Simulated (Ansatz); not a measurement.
# What VInS3 (model cell, started as cubic perovskite with V in the octahedra) distorts into, part 2 of 3

Which phase does VInS3 (model cell, started as cubic perovskite with V in the octahedra) fall into along its unstable mode, and how much energy does it gain?

Ansatz 0.2.0; DFT PBEsol, scalar-relativistic, plane waves, PAW; PAW set soft_1.

So far, highest frequency on the path or at a solved wavevector (cm⁻¹): step 2 (phonons on a q mesh) 448. Also lowest frequency on the path (cm⁻¹): step 2 -170.

The structure was built from a prototype and need not be the compound's stable phase.

## 3. The mode frozen in, largest atomic shift 0 Å

The mode followed lies at q = (0, -0.5, -0.5) with frequency 157.3i cm⁻¹, one of the unstable modes though not the softest. At small amplitude the distorted cell has space group no. 127 by a symmetry search on the positions. The undistorted cell that holds it gives the zero of energy on the same k mesh.

System of this step: VInS3 (model cell, started as cubic perovskite with V in the octahedra). Symmetry: Pm-3m, No. 221, cubic system. The conventional cell has a = 4.579 Å, b = 4.579 Å, c = 4.579 Å, α = 90.00°, β = 90.00°, γ = 90.00°. Nearest to In lie 12 S at 3.24 Å. Nearest to V lie 6 S at 2.29 Å. Nearest to S lie 2 V at 2.29 Å and 4 In at 3.24 Å. Nearest to S lie 2 V at 2.29 Å and 4 In at 3.24 Å. Farther neighbours and most contacts between anions are not listed.

The input, input.yaml:

```yaml
crystal:
  lattice:
    - [-4.5791567302, 0.0, 0.0]
    - [0.0, -4.5791567302, -4.5791567302]
    - [0.0, -4.5791567302, 4.5791567302]
  atoms:
    - { symbol: In, position: [0.0, 0.5, 0.5] }
    - { symbol: In, position: [0.0, 0.0, 0.0] }
    - { symbol: V, position: [0.5, 0.0, 0.5] }
    - { symbol: V, position: [0.5, 0.5, 0.0] }
    - { symbol: S, position: [0.5, 0.25, 0.25] }
    - { symbol: S, position: [0.5, 0.75, 0.75] }
    - { symbol: S, position: [0.5, 0.25, 0.75] }
    - { symbol: S, position: [0.5, 0.75, 0.25] }
    - { symbol: S, position: [0.0, 0.0, 0.5] }
    - { symbol: S, position: [0.0, 0.5, 0.0] }
kpoints:
  mp_grid: { grid: [8, 6, 6] }
hamiltonian:
  xc: pbesol
  pseudopotentials: { kind: paw, azcp: { folder: soft_1 }, xc_functional: pbe }
scf:
  occupations: { method: methfessel_paxton, width: 0.2 }
output:
  forces: true
  stress: true
  eigenvalues: true
```

Run with:

```sh
ansatz run input.yaml --threads 4 --pin off --max-ram 16384MiB --backend cpu --events-out ev --progress --plain --runs-dir out
```

Numbers of over 12 decimals in the logs are rounded to 6 here.

What it wrote:

```text
[...]
Crystal: 10 atoms, lattice volume = 192.038 Å³
Basis set: ecut = 420 eV, 3787 PW (Γ), exchange–correlation on 64×90×90 points (8 copies of the dense FFT grid, shifted against one another)
Bands: 54, of which v1, the nominal top of the filled ones, is band 44 counted from 1 (43 counted from 0)
Symmetry: 32 space group operations
[...]
k-points: 50 of 288
[...]
k-point 0: bands = [... 40 lower, 7.8325, 7.8395, 7.8395, 8.1383, 8.1383, 8.1434, 9.0619, 9.3067, ... 6 higher]
  k-point 1: bands = [... 40 lower, 7.7525, 7.8061, 7.8138, 8.2474, 8.4618, 8.4677, 8.8519, 9.4676, ... 6 higher]
  k-point 2: bands = [... 40 lower, 7.6269, 7.9387, 8.0831, 8.3798, 8.7909, 8.8808, 9.0014, 9.6079, ... 6 higher]
  k-point 49: bands = [... 40 lower, 7.5853, 7.5853, 9.0719, 9.0719, 9.9524, 9.9524, 9.9630, 9.9630, ... 6 higher]
[key lines of the parts left out:]
SCF converged after 9 iterations
Free energy (F): -22134.954354 eV
Fermi energy:    8.764027 eV
P = ⅓ Tr σ = -0.0288 GPa (-0.288 kbar)
```

Wall time 10 s (4 threads of Arm Neoverse V1, shared host); peak memory 0.78 GiB.

Numbers from this step:

* pressure: -0.02883 GPa
* energy from the undistorted cell: 0 meV/atom

The run ends at a pressure of -0.03 GPa.

## 4. The mode frozen in, largest atomic shift 0.6 Å

The atoms are moved along the unstable eigenvector, the largest shift by 0.6 Å, with the cell fixed.

input.yaml, the sections that differ from step 3:

```yaml
crystal:
  lattice:
    - [-4.5791567302, 0.0, 0.0]
    - [0.0, -4.5791567302, -4.5791567302]
    - [0.0, -4.5791567302, 4.5791567302]
  atoms:
    - { symbol: In, position: [0.0, 0.5, 0.5] }
    - { symbol: In, position: [0.0, 0.0, 0.0] }
    - { symbol: V, position: [0.5, 0.0, 0.5] }
    - { symbol: V, position: [0.5, 0.5, 0.0] }
    - { symbol: S, position: [0.5, 0.1844857541, 0.1844857541] }
    - { symbol: S, position: [0.5, 0.8155142459, 0.8155142459] }
    - { symbol: S, position: [0.5, 0.3155142459, 0.6844857541] }
    - { symbol: S, position: [0.5, 0.6844857541, 0.3155142459] }
    - { symbol: S, position: [0.0, 0.0, 0.5] }
    - { symbol: S, position: [0.0, 0.5, 0.0] }
# kpoints, hamiltonian, scf, output: as in step 3
```

What it wrote:

```text
[...]
Crystal: 10 atoms, lattice volume = 192.038 Å³
Basis set: ecut = 420 eV, 3787 PW (Γ), exchange–correlation on 64×90×90 points (8 copies of the dense FFT grid, shifted against one another)
Bands: 54, of which v1, the nominal top of the filled ones, is band 44 counted from 1 (43 counted from 0)
Symmetry: 16 space group operations
[...]
k-points: 50 of 288
[...]
k-point 0: bands = [... 40 lower, 7.7405, 8.1622, 8.1622, 8.1632, 8.2712, 8.2712, 8.3319, 9.2176, ... 6 higher]
  k-point 1: bands = [... 40 lower, 7.5325, 7.7710, 8.2467, 8.2837, 8.4224, 8.5835, 8.8477, 9.5506, ... 6 higher]
  k-point 2: bands = [... 40 lower, 7.1873, 7.3872, 8.6168, 8.7390, 8.7980, 8.9948, 9.3175, 9.5424, ... 6 higher]
  k-point 49: bands = [... 40 lower, 7.4393, 7.4393, 9.2978, 9.2978, 9.4305, 9.4305, 10.1972, 10.1972, ... 6 higher]
[key lines of the parts left out:]
SCF converged after 10 iterations
Free energy (F): -22136.044366 eV
Fermi energy:    8.972945 eV
P = ⅓ Tr σ = -3.5114 GPa (-35.114 kbar)
```

The job ended after 10 s (4 threads; peak memory 0.78 GiB; 41 s of CPU time).

This step gave:

```
pressure                         : -3.511 GPa
energy from the undistorted cell : -109.2 meV/atom
```

The energy, extrapolated to zero smearing, is -109.25 meV/atom against the undistorted cell.

The run ends at a pressure of -3.51 GPa, with forces up to 0.26 eV/Å.

## 5. Energy along the mode, all amplitudes (two of the runs are shown above)

An imaginary frequency means negative curvature, so the energy should fall and then rise again as anharmonic terms take over.

This step gave:

```yaml
depth_at_the_lowest_point_sampled: 109.2 meV/atom
largest_atomic_shift_at_that_point: 0.6 Å
```

The energy from the parent by largest atomic shift:

| largest atomic shift (Å) | energy from the parent (meV/atom) |
| --- | --- |
| 0.000 | 0 |
| 0.040 | -0.894 |
| 0.080 | -3.60 |
| 0.140 | -11.0 |
| 0.220 | -26.1 |
| 0.320 | -49.9 |
| 0.450 | -82.6 |
| 0.600 | -109 |

Displacement at unit largest shift by atom:

| atom | x (Å) | y (Å) | z (Å) | size |
| --- | --- | --- | --- | --- |
| In1 | 0.00 | 0.00 | 0.00 | 0.00 |
| In2 | 0.00 | 0.00 | 0.00 | 0.00 |
| V3 | 0.00 | 0.00 | 0.00 | 0.00 |
| V4 | 0.00 | 0.00 | 0.00 | 0.00 |
| S5 | 0.00 | 1.00 | 0.00 | 1.00 |
| S6 | 0.00 | -1.00 | 0.00 | 1.00 |
| S7 | 0.00 | 0.00 | -1.00 | 1.00 |
| S8 | 0.00 | 0.00 | 1.00 | 1.00 |
| S9 | 0.00 | 0.00 | 0.00 | 0.00 |
| S10 | 0.00 | 0.00 | 0.00 | 0.00 |

The lowest of the steps tried is the last one, at 0.6 Å, 109 meV/atom below the parent; the bottom of the well need not coincide with a step.

## 6. Relaxing from the distorted cell

Starting from the lowest point found, all atoms and the cell are let go, so that strain and other modes of the same symmetry can join in.

Changes to input.yaml since step 4:

```diff
@@ -27 +27,6 @@
   eigenvalues: true
+relax:
+  adjacent_minimum: "off"
+  f_tol: 0.002
+  max_steps: 120
+  cell: { stress_tol: 0.03 }
```

What it wrote:

```text
[...]
Crystal: 10 atoms, lattice volume = 192.038 Å³
Basis set: ecut = 420 eV, 3787 PW (Γ), exchange–correlation on 64×90×90 points (8 copies of the dense FFT grid, shifted against one another)
Bands: 54, of which v1, the nominal top of the filled ones, is band 44 counted from 1 (43 counted from 0)
Symmetry: 16 space group operations
[...]
k-points: 50 of 288
[...]
SCF iter   1: F=—  HF=-22139.664611 eV  |F-HF|=—  |Δ(HF+E_count)|=         —  Δρ=1.24e-1  dr2=5.41e1  ethr=3.10e-3  ⟨swp⟩=7.4  Hψ=10946  notcnv=0
[...]
SCF iter  10: F=-22136.044366 eV  HF=-22136.044366 eV  |F-HF|=1.12e-8  |Δ(HF+E_count)|=   1.88e-8  S|Δr|=    0.00e0  Δρ=2.27e-6  dr2=1.36e-8  ethr=1.14e-10  ⟨swp⟩=9.4  Hψ=11049  notcnv=0
SCF 1 converged in 10 iterations: F = -22136.044366 eV  dr2 = 1.36e-8
[...]
relax step   1: F+E_penalty+E_count = -22136.04436639 eV  Δ(F+E_penalty+E_count) = +0.000e0 eV  max|allowed force component| = 2.602e-1 eV/Å  Δτ_max = 0.0000 Å  P = -3.511 GPa  Ω = 192.038 Å³  (10 SCF iters, dr2 threshold 1.00e-7 eV, accepted)
Crystal: 10 atoms, lattice volume = 182.335 Å³
Basis set: ecut = 420 eV, 3571 PW (Γ), exchange–correlation on 64×90×90 points (8 copies of the dense FFT grid, shifted against one another)
[...]
SCF iter   6: F=-22136.226568 eV  HF=-22136.226568 eV  |F-HF|=3.12e-7  |Δ(HF+E_count)|=   7.60e-8  S|Δr|=    0.00e0  Δρ=1.88e-5  dr2=8.36e-7  ethr=1.14e-9  ⟨swp⟩=9.1  Hψ=13234  notcnv=0
SCF 2 converged in 6 iterations: F = -22136.226568 eV  dr2 = 8.36e-7
[...]
relax step   2: F+E_penalty+E_count = -22136.22656772 eV  Δ(F+E_penalty+E_count) = -1.822e-1 eV  max|allowed force component| = 3.296e-2 eV/Å  Δτ_max = 0.1072 Å  P = +0.211 GPa  Ω = 182.335 Å³  energy of the carried Pulay correction = +3.254e-3 eV  (6 SCF iters, dr2 threshold 1.00e-6 eV, accepted)
Crystal: 10 atoms, lattice volume = 182.026 Å³
Basis set: ecut = 420 eV, 3563 PW (Γ), exchange–correlation on 64×90×90 points (8 copies of the dense FFT grid, shifted against one another)
[...]
SCF iter   5: F=-22136.240693 eV  HF=-22136.240693 eV  |F-HF|=1.48e-7  |Δ(HF+E_count)|=   5.18e-7  S|Δr|=    0.00e0  Δρ=9.31e-6  dr2=3.50e-7  ethr=1.14e-9  ⟨swp⟩=7.2  Hψ=11733  notcnv=0
SCF 3 converged in 5 iterations: F = -22136.240693 eV  dr2 = 3.50e-7
relax step   3: F+E_penalty+E_count = -22136.24069328 eV  Δ(F+E_penalty+E_count) = -1.413e-2 eV  max|allowed force component| = 4.247e-2 eV/Å  Δτ_max = 0.0081 Å  P = +0.176 GPa  Ω = 182.026 Å³  energy of the carried Pulay correction = +3.360e-3 eV  (5 SCF iters, dr2 threshold 1.00e-6 eV, accepted)
[... from here on, the SCF cycles and remarks between the steps are left out ...]
relax step   4: F+E_penalty+E_count = -22136.28927932 eV  Δ(F+E_penalty+E_count) = -4.859e-2 eV  max|allowed force component| = 3.644e-1 eV/Å  Δτ_max = 0.0011 Å  P = +2.881 GPa  Ω = 176.332 Å³  energy of the carried Pulay correction = +5.353e-3 eV  (7 SCF iters, dr2 threshold 1.00e-6 eV, accepted)
relax step   5: F+E_penalty+E_count = -22136.39657634 eV  Δ(F+E_penalty+E_count) = -1.073e-1 eV  max|allowed force component| = 1.817e-1 eV/Å  Δτ_max = 0.0997 Å  P = +1.174 GPa  Ω = 177.891 Å³  energy of the carried Pulay correction = +4.801e-3 eV  (7 SCF iters, dr2 threshold 1.00e-6 eV, accepted)
relax step   6: F+E_penalty+E_count = -22136.31194140 eV  Δ(F+E_penalty+E_count) = +8.463e-2 eV  max|allowed force component| = 3.102e-1 eV/Å  Δτ_max = 0.0292 Å  P = -2.481 GPa  Ω = 183.841 Å³  energy of the carried Pulay correction = +2.738e-3 eV  (7 SCF iters, dr2 threshold 1.00e-6 eV, rejected (line search))
relax step   7: F+E_penalty+E_count = -22136.41215310 eV  Δ(F+E_penalty+E_count) = -1.558e-2 eV  max|allowed force component| = 4.725e-3 eV/Å  Δτ_max = 0.0196 Å  P = +0.094 GPa  Ω = 179.238 Å³  energy of the carried Pulay correction = +4.328e-3 eV  (11 SCF iters, accepted)
relax step   8: F+E_penalty+E_count = -22136.41201829 eV  Δ(F+E_penalty+E_count) = +1.348e-4 eV  max|allowed force component| = 9.283e-3 eV/Å  Δτ_max = 0.0030 Å  P = -0.068 GPa  Ω = 179.573 Å³  energy of the carried Pulay correction = +4.211e-3 eV  (6 SCF iters, dr2 threshold 3.40e-8 eV, rejected (line search))
relax step   9: F+E_penalty+E_count = -22136.41216721 eV  Δ(F+E_penalty+E_count) = -1.411e-5 eV  max|allowed force component| = 2.340e-3 eV/Å  Δτ_max = 0.0001 Å  P = +0.016 GPa  Ω = 179.364 Å³  energy of the carried Pulay correction = +4.284e-3 eV  (8 SCF iters, accepted)
relax step  10: F+E_penalty+E_count = -22136.41215855 eV  Δ(F+E_penalty+E_count) = +8.657e-6 eV  max|allowed force component| = 3.982e-5 eV/Å  Δτ_max = 0.0004 Å  P = +0.001 GPa  Ω = 179.402 Å³  energy of the carried Pulay correction = +4.271e-3 eV  (6 SCF iters, dr2 threshold 3.42e-10 eV, accepted)
relax step  11: F+E_penalty+E_count = -22136.41118188 eV  Δ(F+E_penalty+E_count) = +9.767e-4 eV  max|allowed force component| = 2.193e-4 eV/Å  Δτ_max = 0.0000 Å  P = +0.009 GPa  Ω = 179.402 Å³  stress off target by 5.73e-2 GPa  SCF on the basis re-selected at this cell (its energy is not comparable with the rows above)  (7 SCF iters)
relax step  12: F+E_penalty+E_count = -22136.41121312 eV  Δ(F+E_penalty+E_count) = -3.124e-5 eV  max|allowed force component| = 1.938e-4 eV/Å  Δτ_max = 0.0009 Å  P = +0.002 GPa  Ω = 179.418 Å³  energy of the carried Pulay correction = +8.074e-7 eV  (5 SCF iters, dr2 threshold 8.21e-9 eV, accepted)
[...]
SCF iter   5: F=-22136.411217 eV  HF=-22136.411217 eV  |F-HF|=0.00e0  |Δ(HF+E_count)|=  7.28e-12  S|Δr|=    0.00e0  Δρ=6.68e-8  dr2=1.33e-11  ethr=1.00e-12  ⟨swp⟩=5.6  Hψ=11775  notcnv=0
SCF 13 converged in 5 iterations: F = -22136.411217 eV  dr2 = 1.33e-11
relax step  13: F+E_penalty+E_count = -22136.41121700 eV  Δ(F+E_penalty+E_count) = -3.882e-6 eV  max|allowed force component| = 1.932e-4 eV/Å  Δτ_max = 0.0000 Å  P = +0.001 GPa  Ω = 179.418 Å³  stress off target by 4.72e-3 GPa  SCF on the basis re-selected at this cell (its energy is not comparable with the rows above)  (5 SCF iters)
basis re-selected at this cell: Δ(F+E_penalty+E_count) = -3.882e-6 eV, ΔP = -0.000 GPa vs the last step (what re-selecting the basis moved, of the pressure what is left beyond the Pulay correction that the steps carried, after the strain that the cell walked since its last selection, with what the two solves' SCF thresholds leave and, on support functions, any second-order correction that the steps lacked; it is no m [...]
SCF converged after 5 iterations
[...]
Free energy (F): -22136.411217 eV
[...]
Internal energy: -22136.423248 eV  (E = F + TS)
E sigma→0 (E₀):  -22136.414225 eV
Entropy (-TS):   0.012031 eV (1.203 meV/atom)
Fermi energy:    10.016329 eV
[...]
--- Forces (eV/Å), atoms counted from 1 ---
  atom   1  In    -0.00000000    -0.00000000     0.00000000
  atom   2  In     0.00000000    -0.00000000    -0.00000000
  atom   3  V      0.00000000     0.00000000     0.00000000
  atom   4  V      0.00000000    -0.00000000     0.00000000
  atom   5  S      0.00000000     0.00019320    -0.00000000
  atom   6  S     -0.00000000    -0.00019320     0.00000000
  atom   7  S     -0.00000000     0.00000000    -0.00019320
  atom   8  S      0.00000000    -0.00000000     0.00019320
  atom   9  S      0.00000000    -0.00000000    -0.00000000
  atom  10  S      0.00000000     0.00000000     0.00000000
  max |Σ_I F_I| component: 3.04e-18 eV/Å
--- Stress (GPa, compression-positive) ---
        0.004715       0.000000       0.000000
        0.000000      -0.000138       0.000000
        0.000000       0.000000      -0.000138
  P = ⅓ Tr σ = 0.0015 GPa (0.015 kbar)
--- Band table (eV; the first three rows and the last of 50) ---
  k-point 0: bands = [... 40 lower, 8.0862, 8.5125, 9.3699, 9.3699, 9.6284, 10.0490, 10.3267, 10.3267, ... 6 higher]
  k-point 1: bands = [... 40 lower, 8.3153, 8.9883, 9.1272, 9.4399, 9.5901, 9.6093, 10.4668, 10.8757, ... 6 higher]
  k-point 2: bands = [... 40 lower, 8.3865, 8.7998, 9.6270, 9.7328, 9.9984, 10.0269, 10.6602, 10.8855, ... 6 higher]
  k-point 49: bands = [... 40 lower, 8.6942, 8.6942, 9.7848, 9.7848, 10.7346, 10.7346, 10.9823, 10.9823, ... 6 higher]
--- Relaxed structure (11 steps of the walk, 9 accepted, 2 SCFs on fresh bases) ---
  F+E_penalty+E_count = -22136.41121700 eV   max|allowed force component| = 1.932e-4 eV/Å   (the final SCF, on the basis selected at the relaxed cell)
  cell:  # Å, volume = 179.4181 Å³
    - [-4.991271, 0, 0]
    - [0, -4.239480, -4.239480]
    - [0, -4.239480, 4.239480]
  atoms:
    - { symbol: In, position: [0, 0.5, 0.5] }
    - { symbol: In, position: [0, 3.0424811242113176e-19, 0] }
    - { symbol: V, position: [0.500000, 0.0, 0.5] }
    - { symbol: V, position: [0.500000, 0.5, 0.0] }
    - { symbol: S, position: [0.500000, 0.158683, 0.158683] }
    - { symbol: S, position: [0.500000, 0.841317, 0.841317] }
    - { symbol: S, position: [0.500000, 0.341317, 0.658683] }
    - { symbol: S, position: [0.500000, 0.658683, 0.341317] }
    - { symbol: S, position: [0, 0.0, 0.5] }
    - { symbol: S, position: [0, 0.5, 0.0] }
```

Run time: 2.2 min. Hardware: 4 threads; peak memory 0.83 GiB; 8.5 min of CPU time.

Step by step:

| step | energy less that of the first step (eV) | largest force component (eV/Å) | pressure (GPa) | volume (Å³) |
| --- | --- | --- | --- | --- |
| 1 | 0.0000 | 0.2602 | -3.51 | 192.04 |
| 2 | -0.1822 | 0.0330 | 0.21 | 182.33 |
| 3 | -0.1963 | 0.0425 | 0.18 | 182.03 |
| 4 | -0.2449 | 0.3644 | 2.88 | 176.33 |
| 5 | -0.3522 | 0.1817 | 1.17 | 177.89 |
| 6 | -0.2676 | 0.3102 | -2.48 | 183.84 |
| 7 | -0.3678 | 0.0047 | 0.09 | 179.24 |
| 8 | -0.3677 | 0.0093 | -0.07 | 179.57 |
| 9 | -0.3678 | 0.0023 | 0.02 | 179.36 |
| 10 | -0.3678 | 0.0000 | 0.00 | 179.40 |
| 11* | -0.3668 | 0.0002 | 0.01 | 179.40 |
| 12 | -0.3668 | 0.0002 | 0.00 | 179.42 |
| 13* | -0.3669 | 0.0002 | 0.00 | 179.42 |

Relaxation steps marked * repeat the geometry before them on a plane-wave basis chosen anew for their cell, so energy and pressure can jump there. Relaxation steps 6, 8 were tried and not accepted.

The run keeps the 16 symmetry operations that it works with, so distortions that break them were not tested.

| cell as run | before | after | change |
| --- | --- | --- | --- |
| a (Å) | 4.579 | 4.991 | +9.0 % |
| b (Å) | 6.476 | 5.996 | -7.4 % |
| c (Å) | 6.476 | 5.996 | -7.4 % |
| volume (Å³/atom) | 19.20 | 17.94 | -6.6 % |

The atoms that moved most (Å, as changes of fractional coordinates times the final cell):

| atom | dx | dy | dz | length |
| --- | --- | --- | --- | --- |
| S8 | 0.000 | 0.000 | 0.219 | 0.219 |
| S6 | 0.000 | -0.219 | 0.000 | 0.219 |
| S7 | 0.000 | 0.000 | -0.219 | 0.219 |
| S5 | 0.000 | 0.219 | 0.000 | 0.219 |

Numbers from this step:

| Item | Value |
| --- | --- |
| pressure | 0.001479 GPa |
| volume per atom | 17.94 Å³ |

The distorted start has space group P4/mbm; the relaxation ends in P4/mbm.

## 7. The new phase in its own primitive cell

The relaxed structure is symmetrised, reduced to its primitive cell and relaxed tightly, as its phonons need.

input.yaml, the sections that differ from step 6:

```yaml
crystal:
  lattice:
    - [5.9955298669, 0.0, 0.0]
    - [0.0, 5.9955298669, 0.0]
    - [0.0, 0.0, 4.991271198]
  atoms:
    - { symbol: In, position: [0.5, 0.0, 0.0] }
    - { symbol: In, position: [0.0, 0.5, 0.0] }
    - { symbol: V, position: [0.0, 0.0, 0.5] }
    - { symbol: V, position: [0.5, 0.5, 0.5] }
    - { symbol: S, position: [0.1586830546, 0.6586830546, 0.5] }
    - { symbol: S, position: [0.8413169454, 0.3413169454, 0.5] }
    - { symbol: S, position: [0.3413169454, 0.1586830546, 0.5] }
    - { symbol: S, position: [0.6586830546, 0.8413169454, 0.5] }
    - { symbol: S, position: [0.0, 0.0, 0.0] }
    - { symbol: S, position: [0.5, 0.5, 0.0] }
kpoints:
  mp_grid: { grid: [6, 6, 8] }
relax:
  adjacent_minimum: "off"
  f_tol: 0.001
  max_steps: 60
  cell: { stress_tol: 0.01 }
# hamiltonian, scf, output: as in step 6
```

What it wrote:

```text
[...]
Crystal: 10 atoms, lattice volume = 179.418 Å³
Basis set: ecut = 420 eV, 3477 PW (Γ), exchange–correlation on 90×90×72 points (8 copies of the dense FFT grid, shifted against one another)
Bands: 54, of which v1, the nominal top of the filled ones, is band 44 counted from 1 (43 counted from 0)
Symmetry: 16 space group operations
[...]
k-points: 50 of 288
[...]
- { symbol: In, position: [0.0, 0.5, 0.0] }
    - { symbol: V, position: [0.0, 0.0, 0.500000] }
    - { symbol: V, position: [0.5, 0.5, 0.500000] }
    - { symbol: S, position: [0.1586830546, 0.6586830546, 0.500000] }
    - { symbol: S, position: [0.841317, 0.341317, 0.500000] }
    - { symbol: S, position: [0.341317, 0.1586830546, 0.500000] }
    - { symbol: S, position: [0.6586830546, 0.841317, 0.500000] }
    - { symbol: S, position: [0.0, 0.0, 0.0] }
    - { symbol: S, position: [0.5, 0.5, 0.0] }
[key lines of the parts left out:]
SCF converged after 7 iterations
Free energy (F): -22136.411217 eV
Fermi energy:    10.016329 eV
P = ⅓ Tr σ = 0.0015 GPa (0.015 kbar)
```

Wall time 22 s (4 threads); peak memory 0.79 GiB.

Little changed from the start: no atom moved by 0.005 Å and no cell edge by 0.1 %.

Numbers from this step:

| Item | Value |
| --- | --- |
| pressure | 0.001477 GPa |

The largest force component left is 0.14 meV/Å and the pressure is 0.001 GPa, within the tolerances set. The cell now holds 17.94 Å³/atom.

[end of part 2 of 3]

[Logs are printed without paths, hosts, clocks, repeated set-up lines and the standing remarks that a program may print on its own settings, such as how far it seeks lower states.]

[Hosts, paths, dates, database ids (printed as entryN), source tags and the programs' standing remarks are cut or masked in the printed files.]
